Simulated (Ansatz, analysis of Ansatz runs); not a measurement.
# Reproducing a measured hyperfine coupling: NV- centre in 3C-SiC, part 2 of 2

Aim: the hyperfine coupling of the NV- centre in 3C-SiC, to be set beside the measurement. Set-up: PBE, 64-site cell, PBE lattice, 420 eV, k: the single point 1/4 1/4 1/4 then 2x2x2 shifted 0.5 0.5 0.5. The model is a cell of 64 host atoms with 1 site emptied and N put on another atom's site. The isotropic coupling follows from the spin density at the nucleus, the nuclear g-factor and the total spin. A local or semilocal functional is the cheapest first rung.

Ansatz 0.2.0; PBE, 64-site cell, PBE lattice, 420 eV, k: the single point 1/4 1/4 1/4 then 2x2x2 shifted 0.5 0.5 0.5.

So far: Starting point; Relaxation, charge −1.

## Step 3: Contact spin densities

The relaxed structure is kept, and the final numbers are taken at the final level and k-points.

This step: plane-wave PAW DFT, PBE; single point of a defect supercell.

point/input.yaml reads:

```yaml
crystal:
  lattice:
    - [8.7594568, 0.0, 0.0]
    - [0.0, 0.0, -8.7594568]
    - [0.0, 8.7594568, 0.0]
  atoms:
    - { symbol: Si, position: [-0.00022406, 6.8529e-05, 0.000138679] }
    - { symbol: Si, position: [0.000262449, 0.250766186, 0.251195152] }
    - { symbol: Si, position: [0.250475917, 0.000557173, 0.251193764] }
    - { symbol: Si, position: [0.249949714, 0.250232349, 0.000755784] }
    - { symbol: C, position: [0.125080443, 0.125373212, 0.125930793] }
    - { symbol: C, position: [0.12758952, 0.375618762, 0.377843354] }
    - { symbol: C, position: [0.375330701, 0.127878264, 0.377846064] }
    - { symbol: C, position: [0.375214712, 0.375503886, 0.125281191] }
    - { symbol: Si, position: [-0.0001834, 9.9109e-05, 0.500562667] }
    - { symbol: Si, position: [-0.000520565, 0.249925444, 0.750283536] }
    - { symbol: Si, position: [0.249634642, -0.000226326, 0.750283772] }
    - { symbol: Si, position: [0.251113251, 0.251402176, 0.505269545] }
    - { symbol: C, position: [0.124001291, 0.124287349, 0.62560605] }
    - { symbol: C, position: [0.124420393, 0.37505772, 0.876113311] }
    - { symbol: C, position: [0.374763442, 0.124709396, 0.876108427] }
    - { symbol: "N", position: [0.358809706, 0.35910415, 0.640490998] }
    - { symbol: Si, position: [-5.919e-06, 0.500372946, -0.000349991] }
    - { symbol: Si, position: [0.001100891, 0.75017268, 0.249755914] }
    - { symbol: Si, position: [0.252585922, 0.501196894, 0.251926187] }
    - { symbol: Si, position: [0.250233166, 0.748839738, -0.000354957] }
    - { symbol: C, position: [0.125058255, 0.624437147, 0.124514292] }
    - { symbol: C, position: [0.124981274, 0.876079169, 0.375888253] }
    - { symbol: C, position: [0.367160729, 0.636428128, 0.365249564] }
    - { symbol: C, position: [0.375657704, 0.876344622, 0.124129877] }
    - { symbol: Si, position: [0.000100972, 0.500288058, 0.499969433] }
    - { symbol: Si, position: [-6.2417e-05, 0.748820724, 0.749682111] }
    - { symbol: Si, position: [0.25162734, 0.494832097, 0.748354087] }
    - { symbol: Si, position: [0.253006611, 0.748412203, 0.500244084] }
    - { symbol: C, position: [0.127672251, 0.622821479, 0.625304937] }
    - { symbol: C, position: [0.124886695, 0.874576081, 0.875259973] }
    - { symbol: C, position: [0.375256024, 0.622781149, 0.872727659] }
    - { symbol: C, position: [0.374955407, 0.876060615, 0.625574905] }
    - { symbol: Si, position: [0.500080518, 0.000277303, -0.000351972] }
    - { symbol: Si, position: [0.500897056, 0.252881546, 0.251909703] }
    - { symbol: Si, position: [0.749884334, 0.00139234, 0.249751617] }
    - { symbol: Si, position: [0.748554713, 0.250519363, -0.000353245] }
    - { symbol: C, position: [0.624146581, 0.12534713, 0.124510733] }
    - { symbol: C, position: [0.636128298, 0.367461635, 0.365253351] }
    - { symbol: C, position: [0.8757804, 0.125271056, 0.375905402] }
    - { symbol: C, position: [0.8760484, 0.375939348, 0.124122757] }
    - { symbol: Si, position: [0.499998152, 0.000397656, 0.499957254] }
    - { symbol: Si, position: [0.494548862, 0.251915784, 0.748343099] }
    - { symbol: Si, position: [0.748524744, 0.000227248, 0.749679452] }
    - { symbol: Si, position: [0.748107582, 0.253294629, 0.500225054] }
    - { symbol: C, position: [0.622529158, 0.127962815, 0.625307411] }
    - { symbol: C, position: [0.622492601, 0.37554919, 0.872729598] }
    - { symbol: C, position: [0.874286234, 0.125172133, 0.875253458] }
    - { symbol: C, position: [0.875773801, 0.375243445, 0.625573675] }
    - { symbol: Si, position: [0.500095943, 0.500380297, 0.000139676] }
    - { symbol: Si, position: [0.500762604, 0.749548416, 0.251101624] }
    - { symbol: Si, position: [0.749246542, 0.501058084, 0.251099024] }
    - { symbol: Si, position: [0.749906948, 0.750198736, -0.001292959] }
    - { symbol: C, position: [0.625830483, 0.626123786, 0.124420705] }
    - { symbol: C, position: [0.625736925, 0.876838753, 0.374514426] }
    - { symbol: C, position: [0.876552278, 0.626029981, 0.374508993] }
    - { symbol: C, position: [0.875172777, 0.875460671, 0.124909968] }
    - { symbol: Si, position: [0.500352925, 0.748403699, 0.747105095] }
    - { symbol: Si, position: [0.7481249, 0.500643685, 0.747111821] }
    - { symbol: Si, position: [0.748858351, 0.749144031, 0.498848454] }
    - { symbol: C, position: [0.635864344, 0.636151919, 0.632987352] }
    - { symbol: C, position: [0.624080239, 0.875674075, 0.875012966] }
    - { symbol: C, position: [0.875381374, 0.624372393, 0.875007764] }
    - { symbol: C, position: [0.875552428, 0.875837188, 0.624646135] }
total_charge: -1
basis:
  ecutwfc: 420
  xc_grid: 2
hamiltonian:
  xc: pbe
kpoints:
  mp_grid: { grid: [2, 2, 2], shift: [0.5, 0.5, 0.5] }
magnetization:
  spin_polarized: true
  initial_magnetization: 2
  spin_locking: { lock_magnetization: hard }
scf:
  occupations: { method: fermi_dirac, width: 0.01 }
  max_iter: 120
output:
  forces: true
  efg: {}
  eigenvalues: true
checkpoint:
  read: "../relax.run"
```

The run is started by

```
ansatz run input.yaml --threads 2 --pin off --max-ram 3768MiB --backend cpu --events-out ev --progress --plain --runs-dir out
```

Numbers of over 12 decimals in the logs are rounded to 6 here.

What it wrote:

```text
[...]
Warning: at least one further symmetry operation maps every atom of the structure, as the run holds it, onto an atom to within 2.38e-5 (fractional), and is not used: no operation is sought that the atoms, as the run holds them, miss by more than 2.00e-5, [...]
[...]
Crystal: 63 atoms, lattice volume = 672.096 Å³
Basis set: ecut = 420 eV, 13205 PW (Γ), exchange–correlation on 120×120×120 points (8 copies of the dense FFT grid, shifted against one another)
Bands: 191, of which v1, the nominal top of the filled ones, is band 127 counted from 1 (126 counted from 0)
Symmetry: 1 space group operations
[...]
k-points: 4 of 8 (time reversal used)
[...]
Starting moments: Σ|m| = 2 μB on 63 of 63 sites; this step starts from the density that it was given
[...]
atom  23  C  V_zz =    +1.875569   η = 0.0740   by run symmetry: allowed
[...]
atom  27  Si V_zz =    +1.585218   η = 0.3817   by run symmetry: allowed
[...]
atom  38  C  V_zz =    +1.874749   η = 0.0741   by run symmetry: allowed
[...]
atom  42  Si V_zz =    +1.586644   η = 0.3802   by run symmetry: allowed
[...]
atom  45  C  V_zz =    +0.317509   η = 0.1742   by run symmetry: allowed
[...]
atom  60  C  V_zz =    +1.837900   η = 0.0905   by run symmetry: allowed
[...]
--- Band table (eV; the first three rows and the last of 8) ---
[...]
[... further k-points left out ...]
[key lines of the parts left out:]
SCF converged after 7 iterations
Magnetization: 2.0000 μB (128.0000 up, 126.0000 down)
Free energy (F): -27872.034908 eV
Fermi energy:    9.816269 (↑ 10.415492, ↓ 9.763129) eV
```

The job ended after 58 s (2 threads of Intel Xeon Platinum 8488C (Sapphire Rapids), shared host; peak memory 2 GiB; 1.9 min of CPU time).

Reading the cycles: dr2 is the Hartree energy of the density residual (eV), the measure of convergence; HF is the Harris–Foulkes estimate of the energy, which meets the free energy F at convergence.

This step gave:

| Quantity | Value |
| --- | --- |
| free energy | -27872.0349 eV |
| total moment | 2 μB |
| integral of the absolute spin density | 2.145 μB |
| spin contamination | 0.01180 |

The largest moments in the atoms' spheres: C23 0.28, C38 0.28, C60 0.28, C22 0.02, C39 0.02, C61 0.02 μB.

Isotropic hyperfine couplings from the contact spin densities (Fermi contact term with core polarisation, no dipolar part), the largest:

```tsv
atom	isotope	distance from the centre (Å)	contact spin density (e/Å³)	A (MHz)
C38	13C	2.04	0.675	56.2
C23	13C	2.04	0.675	56.2
C60	13C	2.05	0.656	54.7
Si50	29Si	3.09	-0.153	10.1
Si51	29Si	3.09	-0.153	10.1
Si59	29Si	3.08	-0.153	10.0
C22	13C	4.78	0.0943	7.9
C39	13C	4.77	0.0943	7.9
C61	13C	4.78	0.0918	7.6
C62	13C	4.77	0.0918	7.6
```

## Step 4: Outcome

| Item | Value |
| --- | --- |
| 14N, isotropic part (sign not measured) | -0.9 MHz |
| integral of the absolute spin density | 2.15 μB |
| time of the whole chain | 2.2 min on 2 threads |

In words: 14N, isotropic part (sign not measured): computed -0.9 MHz, measured -1.26 MHz (size measured, sign taken from theory); 0.4 MHz (32 %) smaller in size than the measurement. Only the isotropic (Fermi contact) part is computed, with core polarisation; no vibrational averaging. Limits: the periodic copies of the defect are only 8.8 Å apart.

[Logs are printed without paths, hosts, clocks, repeated set-up lines and the standing remarks that a program may print on its own settings, such as how far it seeks lower states.]

[Hosts, paths, dates, database ids (printed as entryN), source tags and the programs' standing remarks are cut or masked in the printed files.]

[For some hosts the program warned that the k-mesh of the response run may be too coarse for force constants and the static dielectric constant; such warnings are not shown here.]
